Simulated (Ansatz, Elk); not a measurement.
# Mg3As: X-ray structure factors from the self-consistent density

The structure of Mg3As used here is made up (a known structure type with other elements) and was relaxed beforehand with r2SCAN. The aim is the Fourier transform of its all-electron density, F(hkl), set beside the sum over free spherical atoms that refinements use.

Main program and level: Elk 11.2.3 (patched build); DFT, PBE, all-electron APW+lo, Dirac cores, scalar-relativistic bands, static density, no spin.

The structure was built from a prototype and need not be the compound's stable phase.

**1. The starting structure**

The structure is hexagonal, space group P6_3/mmc (No. 194). The conventional cell has a = 5.933 Å, b = 5.933 Å, c = 5.281 Å, α = 90.00°, β = 90.00°, γ = 120.00°. Nearest to As lie 12 Mg at 2.97 to 3.14 Å. Mg has 8 Mg at 2.95 to 3.15 Å and 4 As at 2.97 to 3.14 Å nearest. Farther neighbours are not listed.

**2. Ground state and structure factors**

An all-electron density is needed, since X-rays see the cores too. Task 0 finds the density and task 195 Fourier-transforms it; tshift is off so that phases refer to the origin typed.

The input, elk.in:

```
tasks
  0
  195

xctype
  20

spinpol
  .false.

rgkmax
  7.0

gmaxvr
  14.0

lmaxo
  7

lmaxapw
  8

swidth
  0.002

tshift
  .false.

ramdisk
  .false.

hmaxvr
  5.5

maxscl
  120

epspot
  1e-06

sppath
  './'

avec
  11.21244523065 0.00000000000 0.00000000000
  -5.60622261532 9.71026240828 0.00000000000
  0.00000000000 0.00000000000 9.97909826316

atoms
  2
  'As.in'
  2
  0.3333333333 0.6666666667 0.2500000000   0.000000 0.000000 0.000000
  0.6666666667 0.3333333333 0.7500000000   0.000000 0.000000 0.000000
  'Mg.in'
  6
  0.8321345516 0.6642691032 0.2500000000   0.000000 0.000000 0.000000
  0.3357308968 0.1678654484 0.2500000000   0.000000 0.000000 0.000000
  0.8321345516 0.1678654484 0.2500000000   0.000000 0.000000 0.000000
  0.6642691032 0.8321345516 0.7500000000   0.000000 0.000000 0.000000
  0.1678654484 0.3357308968 0.7500000000   0.000000 0.000000 0.000000
  0.1678654484 0.8321345516 0.7500000000   0.000000 0.000000 0.000000

ngridk
  5 5 4
```

Run with:

```sh
$ OMP_NUM_THREADS=4 elk
```

Numbers of over 12 decimals in the logs are rounded to 6 here.

Log:

```text
┌─────────────────────────┐
│ Elk code version 11.2.3 │
└─────────────────────────┘

All units are atomic (Hartree, Bohr, etc.)

┌─────────────────────────────────────────────────┐
│ Ground-state run starting from atomic densities │
└─────────────────────────────────────────────────┘

Lattice vectors :
   11.21244523       0.000000000       0.000000000
  -5.606222615       9.710262408       0.000000000
   0.000000000       0.000000000       9.979098263

Reciprocal lattice vectors :
  0.5603760088      0.3235332395      -0.000000000
   0.000000000      0.6470664791       0.000000000
   0.000000000      -0.000000000      0.6296345763

Unit cell volume      :    1086.482161
Brillouin zone volume :   0.2283058317

Muffin-tin inner radius fraction :   0.1000000000E-01

Nuclei treated as point charges

Species : 1 (As)
 parameters loaded from : As.in
 name : arsenic
 nuclear charge    :   -33.00000000
 electronic charge :    33.00000000
 atomic mass :    136573.7220
 muffin-tin radius :    2.400000000
 number of radial points in muffin-tin :    993
 inner part over the whole radius :   0.9862024899E-02
 number on inner part of muffin-tin    :    702
 approximate nuclear radius :   0.7712558785E-04
 number of mesh points to nuclear radius :    341
 atomic positions (lattice), magnetic fields (Cartesian) :
  1 :   0.33333333 -0.33333333  0.25000000    0.00000000  0.00000000  0.00000000
  2 :  -0.33333333  0.33333333 -0.25000000    0.00000000  0.00000000  0.00000000

Species : 2 (Mg)
 parameters loaded from : Mg.in
 name : magnesium
 nuclear charge    :   -12.00000000
 electronic charge :    12.00000000
 atomic mass :    44305.30466
 muffin-tin radius :    2.200000000
 number of radial points in muffin-tin :    793
 inner part over the whole radius :   0.9941530515E-02
 number on inner part of muffin-tin    :    552
 approximate nuclear radius :   0.5710277704E-04
 number of mesh points to nuclear radius :    241
 atomic positions (lattice), magnetic fields (Cartesian) :
  1 :  -0.16786545 -0.33573090  0.25000000    0.00000000  0.00000000  0.00000000
  2 :   0.33573090  0.16786545  0.25000000    0.00000000  0.00000000  0.00000000
  3 :  -0.16786545  0.16786545  0.25000000    0.00000000  0.00000000  0.00000000
  4 :  -0.33573090 -0.16786545 -0.25000000    0.00000000  0.00000000  0.00000000
  5 :   0.16786545  0.33573090 -0.25000000    0.00000000  0.00000000  0.00000000
  6 :   0.16786545 -0.16786545 -0.25000000    0.00000000  0.00000000  0.00000000

Total number of atoms per unit cell :    8
Total muffin-tin volume :    383.4251002
 ratio of muffin-tin to unit cell volume :   0.3529051041

Spin treatment :
 spin-unpolarised

Number of Bravais lattice symmetries :   24
Number of crystal symmetries         :   24
Crystal has inversion symmetry
Real symmetric eigensolver will be used

k-point grid :      5     5     4
k-point offset :    0.000000000       0.000000000       0.000000000
k-point set is reduced with full crystal symmetry group
Total number of k-points :       15

Muffin-tin radius times maximum |G+k| :    7.000000000
 using average radius
Maximum |G+k| for APW functions       :    3.111111111
Maximum (1/2)|G+k|²                   :    4.839506173
Maximum |G| for potential and density :    14.00000000
Constant for pseudocharge density :    8
 order of it for each species :   15  15
 order of it for pair densities of each species (exact exchange by exxq0 0: 16) :   11   9
Radial integration step length :    1

G-vector grid sizes :     50    50    45
Number of G-vectors :    50307

Maximum angular momentum used for
 APW functions            :    8
 outer part of muffin-tin :    7
 inner part of muffin-tin :    2

Total nuclear charge    :   -138.0000000
Total core charge       :    48.00000000
Total valence charge    :    90.00000000
Total excess charge     :    0.000000000
Total electronic charge :    138.0000000

Effective Wigner radius, rₛ :    1.234103644

Number of empty states         :     32
[...]
Madelung                    :     -6924.3719604585
 xc potential                :     -352.66854640425
 exchange                    :     -260.64176487466
 correlation                 :     -5.971801
 electron entropic           :    -0.12227273597265E-02
 total energy                :     -5727.2426101398

Density of states at Fermi energy :    88.73589554
 (states/Hartree/unit cell)

Estimated indirect band gap :   0.4803545893E-02
 from k-point 9 to k-point 12
Estimated direct band gap   :   0.1241188260E-01
 at k-point 7

Charges :
 core                        :    48.00000000
 valence                     :    90.00000000
 interstitial                :    12.13705998
 muffin-tins (core leakage)
  species : 1 (As)
[...]
species : 2 (Mg)
[...]
total in muffin-tins        :    125.8629400
 total calculated charge     :    137.9996485
 total charge                :    138.0000000
 error                       :   0.3514759341E-03

RMS change in Kohn-Sham potential (target) :   0.7001076706     (  0.1000000000E-05)
Absolute change in total energy (target)   :    2.164072483     (  0.1000000000E-03)

[... loops 3 to 13 left out ...]

┌──────────────────┐
│ Loop number : 14 │
└──────────────────┘

Energies :
 Fermi                       :     0.196828
 sum of occupied eigenvalues :     -3243.5111881504
 electron kinetic            :      5827.3868094682
 core electron kinetic       :      5070.5737242093
 Coulomb                     :     -11285.094307843
 Coulomb potential           :     -8725.2129408287
 nuclear-nuclear             :     -757.95141950761
 electron-nuclear            :     -12343.650655921
 Hartree                     :      1816.5077675862
 Madelung                    :     -6922.4878374285
 xc potential                :     -345.68505678981
 exchange                    :     -260.55969471649
 correlation                 :     -5.973607
 electron entropic           :    -0.12402023062521E-02
 total energy                :     -5724.2420407857

Density of states at Fermi energy :    95.56207780
 (states/Hartree/unit cell)

Estimated indirect band gap :   0.5514354045E-02
 from k-point 9 to k-point 9
Estimated direct band gap   :   0.5514354045E-02
 at k-point 9

Charges :
 core                        :    48.00000000
 valence                     :    90.00000000
 interstitial                :    12.25209070
 muffin-tins (core leakage)
  species : 1 (As)
[...]
species : 2 (Mg)
[...]
total in muffin-tins        :    125.7479093
 total calculated charge     :    137.9996582
 total charge                :    138.0000000
 error                       :   0.3417504643E-03

RMS change in Kohn-Sham potential (target) :   0.7281586219E-07 (  0.1000000000E-05)
Absolute change in total energy (target)   :   0.4132430149E-04 (  0.1000000000E-03)

Convergence targets achieved

┌──────────────────┐
│ Loop number : 15 │
└──────────────────┘

Energies :
 Fermi                       :     0.196828
 sum of occupied eigenvalues :     -3243.5111886985
 electron kinetic            :      5827.3868112865
 core electron kinetic       :      5070.5737252742
 Coulomb                     :     -11285.094310408
 Coulomb potential           :     -8725.2129414888
 nuclear-nuclear             :     -757.95141950761
 electron-nuclear            :     -12343.650660341
 Hartree                     :      1816.5077694401
 Madelung                    :     -6922.4878396640
 xc potential                :     -345.68505849621
 exchange                    :     -260.55969479163
 correlation                 :     -5.973607
 electron entropic           :    -0.12402023835466E-02
 total energy                :     -5724.2420416100

Density of states at Fermi energy :    95.56208036
 (states/Hartree/unit cell)

Estimated indirect band gap :   0.5514350250E-02
 from k-point 9 to k-point 9
Estimated direct band gap   :   0.5514350250E-02
 at k-point 9

Charges :
 core                        :    48.00000000
 valence                     :    90.00000000
 interstitial                :    12.25209064
 muffin-tins (core leakage)
  species : 1 (As)
[...]
species : 2 (Mg)
[...]
atom 4                    :    10.48693963     ( -0.9828258696E-07)
   atom 5                    :    10.48693963     ( -0.9828258696E-07)
   atom 6                    :    10.48693963     ( -0.9828258696E-07)
 total in muffin-tins        :    125.7479094
 total calculated charge     :    137.9996582
 total charge                :    138.0000000
 error                       :   0.3417504680E-03

┌──────────────────────────────┐
│ Self-consistent loop stopped │
└──────────────────────────────┘

Warning : core states of species 1 leak from the muffin-tin :   0.1410022104E-03

Wrote STATE.OUT
```

The job ended after 50 s (4 threads of Intel Xeon Platinum 8488C (Sapphire Rapids), shared host; peak memory 0.29 GiB; 2.1 min of CPU time).

SFACRHO.OUT:

```text

h k l indices transformed by vhmat matrix:
   1.000000000       0.000000000       0.000000000    
   0.000000000       1.000000000       0.000000000    
   0.000000000       0.000000000       1.000000000    

      h      k      l  multipl.   |H|            Re(F)            Im(F)           |F|

      0      0      0      1   0.0000000       138.00000      0.13514517E-15   138.00000    
      0      0     -1      2  0.62963458     -0.43679325E-13  -0.0000000      0.43679325E-13
     -1      1      0      6  0.64706648      -20.643113     -0.11308477E-13   20.643113    
      0     -1      1      6  0.90284812      -33.145929     -0.94237306E-14   33.145929    
      0      1      1      6  0.90284812       33.145929     -0.11308477E-13   33.145929    
      2     -1      0      6   1.1207520       37.121826     -0.20673309E-13   37.121826    
      0      0     -2      2   1.2592692      -106.39713      0.10154018E-15   106.39713    
     -2      1     -1     12   1.2855057      0.32798292E-07  -0.0000000      0.32798292E-07
     -2      2      0      6   1.2941330      -52.582319     -0.60311876E-13   52.582319    
      0     -1      2      6   1.4157874       17.710323      -0.0000000       17.710323    
      0     -1     -2      6   1.4157874       17.710323     -0.18847461E-14   17.710323    
     -2      0      1      6   1.4391733      -88.048852     -0.48061026E-13   88.048852    
     -2      2      1      6   1.4391733       88.048852      0.11685426E-12   88.048852    
      1     -2      2     12   1.6857769      -32.325692      0.47265899E-13   32.325692    
      3     -1      0     12   1.7119770      -15.210100      0.33925430E-13   15.210100    
      0      2      2      6   1.8056962       46.909706      0.27328819E-13   46.909706    
      0     -2      2      6   1.8056962       46.909706     -0.28271192E-13   46.909706    
      3     -2      1     12   1.8240902       27.640293     -0.32983057E-13   27.640293
```

Elk indexes on the primitive cell of elk.in and gives |H| = 4π sin θ/λ in inverse bohr. Below, one row stands for each form hkl of the conventional cell (m members, Friedel mates merged), F is for one primitive cell and the density is static (no thermal factor). Free-atom factors are Waasmaier and Kirfel's, and R is Σm||F|−|F'||/Σm|F|.

```
hkl   m  sin θ/λ (Å⁻¹)  abs F, DFT  neutral atoms   diff.
001   2          0.095       0.000          0.000  +0.000
100   6          0.097      20.643         20.617  +0.026
101  12          0.136      33.146         32.909  +0.237
110   6          0.169      37.122         36.620  +0.502
002   2          0.189     106.397        106.614  -0.217
111  12          0.193       0.000          0.000  +0.000
200   6          0.195      52.582         52.868  -0.286
102  12          0.213      17.710         17.616  +0.095
201  12          0.216      88.049         88.564  -0.516
112  12          0.254      32.326         32.488  -0.163
210  12          0.257      15.210         15.325  -0.115
202  12          0.272      46.910         47.067  -0.157
211  24          0.274      27.640         27.844  -0.204
003   2          0.284       0.000          0.000  +0.000
300   6          0.292      30.691         30.894  -0.203
103  12          0.300      26.153         26.256  -0.103
301  12          0.307       1.325          1.330  -0.005
212  24          0.320      14.085         14.174  -0.089
113  12          0.330       0.000          0.000  +0.000
220   6          0.337      84.838         85.006  -0.168
203  12          0.344      72.656         72.779  -0.124
302  12          0.348      28.689         28.811  -0.122
```

**3. The highest occupied states alone**

An energy window below the Fermi level keeps the highest occupied states, to see at which angles they scatter; shallow core shells can lie inside it and anion s states outside. No new self-consistency is needed.

Edit elk.in of step 2 so:

```diff
@@ -1,3 +1,2 @@
 tasks
-  0
   195
@@ -40,2 +39,5 @@
 
+wsfac
+  -0.170660 0.496830
+
 sppath
```

Run with:

```sh
$ OMP_NUM_THREADS=4 elk
```

Log:

```text
┌─────────────────────────────────┐
│ Elk code version 11.2.3 started │
└─────────────────────────────────┘

Info(readinput): the functional depends on the density's gradient
 muffin-tin radial points multiplied by    2.00000
 (not where nrmtscf is given)

┌────────────────────┐
│ Current task : 195 │
└────────────────────┘

Info(sfacrho): density structure factors written to SFACRHO.OUT

 Energy window :  -0.1706600000      0.4968300000

┌──────────────────┐
│ Elk code stopped │
└──────────────────┘
```

Run time: 12 s. Hardware: 4 threads; peak memory 0.18 GiB; 14 s of CPU time.

States within 10 eV below the Fermi level hold 18.00 electrons; any levels below the window count with the cores. Their amplitudes can exceed the total, where window and core parts have opposite phase:

```
hkl  sin θ/λ (Å⁻¹)  abs F, window  abs F, all
001          0.095          0.000       0.000
100          0.097          1.140      20.643
101          0.136          1.720      33.146
110          0.169          1.764      37.122
002          0.189          1.099     106.397
111          0.193          0.000       0.000
200          0.195          0.292      52.582
102          0.213          0.407      17.710
201          0.216          0.040      88.049
112          0.254          0.114      32.326
```

**4. Another functional**

The difference from free atoms is small, so it is set against the change that PBEsol makes.

Edit elk.in of step 3 so:

```diff
@@ -1,2 +1,3 @@
 tasks
+  0
   195
@@ -4,3 +5,3 @@
 xctype
-  20
+  22
 
@@ -39,5 +40,2 @@
 
-wsfac
-  -0.170660 0.496830
-
 sppath
```

Run with:

```sh
$ OMP_NUM_THREADS=4 elk
```

Log:

```text
┌─────────────────────────┐
│ Elk code version 11.2.3 │
└─────────────────────────┘

All units are atomic (Hartree, Bohr, etc.)

┌─────────────────────────────────────────────────┐
│ Ground-state run starting from atomic densities │
└─────────────────────────────────────────────────┘

Lattice vectors :
   11.21244523       0.000000000       0.000000000
  -5.606222615       9.710262408       0.000000000
   0.000000000       0.000000000       9.979098263

Reciprocal lattice vectors :
  0.5603760088      0.3235332395      -0.000000000
[...]
muffin-tins (core leakage)
  species : 1 (As)
[...]
species : 2 (Mg)
[...]
atom 5                    :    10.48708203     ( -0.9828259051E-07)
   atom 6                    :    10.48708203     ( -0.9828259051E-07)
 total in muffin-tins        :    125.7475851
 total calculated charge     :    137.9996555
 total charge                :    138.0000000
 error                       :   0.3445498756E-03

┌──────────────────────────────┐
│ Self-consistent loop stopped │
└──────────────────────────────┘

Warning : core states of species 1 leak from the muffin-tin :   0.1428167929E-03

Wrote STATE.OUT
[key lines of the parts left out:]
total energy                :     -5718.4884511748
```

Run time: 37 s. Hardware: 4 threads; peak memory 0.3 GiB; 92 s of CPU time.

Against the first run R = 0.04 %; the largest change is -0.045 at 224.

**5. Basis size**

A smaller basis shows how fast F responds to it; the change is likely larger than the basis error of the first run, but doesn't show convergence.

Edit elk.in of step 4 so:

```diff
@@ -5,3 +5,3 @@
 xctype
-  22
+  20
 
@@ -11,3 +11,3 @@
 rgkmax
-  7.0
+  5.5
```

Run with:

```sh
$ OMP_NUM_THREADS=4 elk
```

Log:

```text
┌─────────────────────────┐
│ Elk code version 11.2.3 │
└─────────────────────────┘

All units are atomic (Hartree, Bohr, etc.)

┌─────────────────────────────────────────────────┐
│ Ground-state run starting from atomic densities │
└─────────────────────────────────────────────────┘

Lattice vectors :
   11.21244523       0.000000000       0.000000000
  -5.606222615       9.710262408       0.000000000
   0.000000000       0.000000000       9.979098263

Reciprocal lattice vectors :
  0.5603760088      0.3235332395      -0.000000000
[...]
muffin-tins (core leakage)
  species : 1 (As)
[...]
species : 2 (Mg)
[...]
atom 5                    :    10.48429529     ( -0.9828258607E-07)
   atom 6                    :    10.48429529     ( -0.9828258607E-07)
 total in muffin-tins        :    125.7083422
 total calculated charge     :    137.9996762
 total charge                :    138.0000000
 error                       :   0.3237721474E-03

┌──────────────────────────────┐
│ Self-consistent loop stopped │
└──────────────────────────────┘

Warning : core states of species 1 leak from the muffin-tin :   0.1414404807E-03

Wrote STATE.OUT
[key lines of the parts left out:]
total energy                :     -5724.1872188106
```

Elapsed: 41 s, on 4 threads; peak memory 0.27 GiB.

Against the first run R = 0.02 %; the largest change is +0.037 at 222.

**6. Settings against the effect**

```
          run  R against the first run (%)  R against neutral atoms, low angle (%)  wall time
PBE, rgkmax 7                         0.00                                    0.59       50 s
       PBEsol                         0.04                                    0.60       37 s
   rgkmax 5.5                         0.02                                    0.59       41 s
```

**7. Summary of results**

| Property | Result |
| --- | --- |
| R against neutral atoms, sin θ/λ < 0.3 Å⁻¹ | 0.59 % |
| R against neutral atoms, 0.3 to 0.76 Å⁻¹ | 0.21 % |

**Reading.** Independent neutral atoms miss the calculated amplitudes by R = 0.59 % below 0.3 Å⁻¹ and 0.21 % from there to 0.76 Å⁻¹; by shells, 0.57 % below 0.15 Å⁻¹ (2 forms), 0.60 % 0.15 to 0.3 (10 forms), 0.26 % 0.3 to 0.45 (22 forms), 0.20 % above 0.45 (95 forms). Bonding, aspherical density and the tables' own atoms all enter these figures, and the runs don't part them. The largest change of an amplitude is -0.52 electrons, at 201. The window's part falls from 18.0 electrons at the origin to at most 0.30 between 0.45 and 0.76 Å⁻¹. Below 0.3 Å⁻¹ the changes that finished (PBEsol and rgkmax 5.5) move F by R = 0.02 % at most, against the 0.59 % that separates it from free atoms. The k-mesh has no finished test. Part of the difference isn't bonding: the tables are fits to free atoms and ions calculated by other methods than this functional. Thermal motion, anomalous dispersion and extinction are left out.

[Logs are printed without paths, hosts, clocks, repeated set-up lines and the standing remarks that a program may print on its own settings, such as how far it seeks lower states.]

[Hosts, paths, dates, database ids (printed as entryN), source tags and the programs' standing remarks are cut or masked in the printed files.]
